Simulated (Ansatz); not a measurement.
# A thicker film of KCl (110) from two thinner ones

In a field along its normal an insulating film takes a dipole p. Written as a length, p/(ε₀AE), it should grow by 1 − 1/ε for each ångström added.

**Method.** Ansatz 0.2.0, plane waves with PAW datasets (its set soft_2), PBE; rocksalt films relaxed at a bulk in-plane lattice constant near the measured one, then held in weak fields of both signs with a dipole correction (A is the cell's area, E the outer field).

```
     run  distance between the outer atoms (Å)  p/(ε₀AE) (Å)
 5 units                                 9.018         6.768
 8 units                                15.870        10.636
12 units                                24.995             ?
```

**Question.** What value belongs in the row marked “?”, and how far can the other rows tell?

Two rows fix a line: slope = (10.636 − 6.768) / (15.870 − 9.018) = 0.5645, intercept 1.6774. That slope means ε = 1/(1 − 0.5645) = 2.30. At 24.995 it gives 0.5645 × 24.995 + 1.6774 = 15.787 Å, beyond the rows fitted. Rounding of the rows alone allows about ±0.003 Å there; two rows can't show whether the line holds.

The run itself gives 15.797 Å: a miss of +0.010 Å, or 0.1 % of the value. The length is met to within 1 %, though ε is more sensitive than the length: the two thickest films give ε = 2.30.

**Limits.** This is the electronic response alone. A unit is one step of the cut along the normal (a plane, a pair of planes or a cell), and the layers relax along it, away from their bulk spacing where the functional's lattice constant differs from the one held.

[Logs are printed without paths, hosts, clocks, repeated set-up lines and the standing remarks that a program may print on its own settings, such as how far it seeks lower states.]
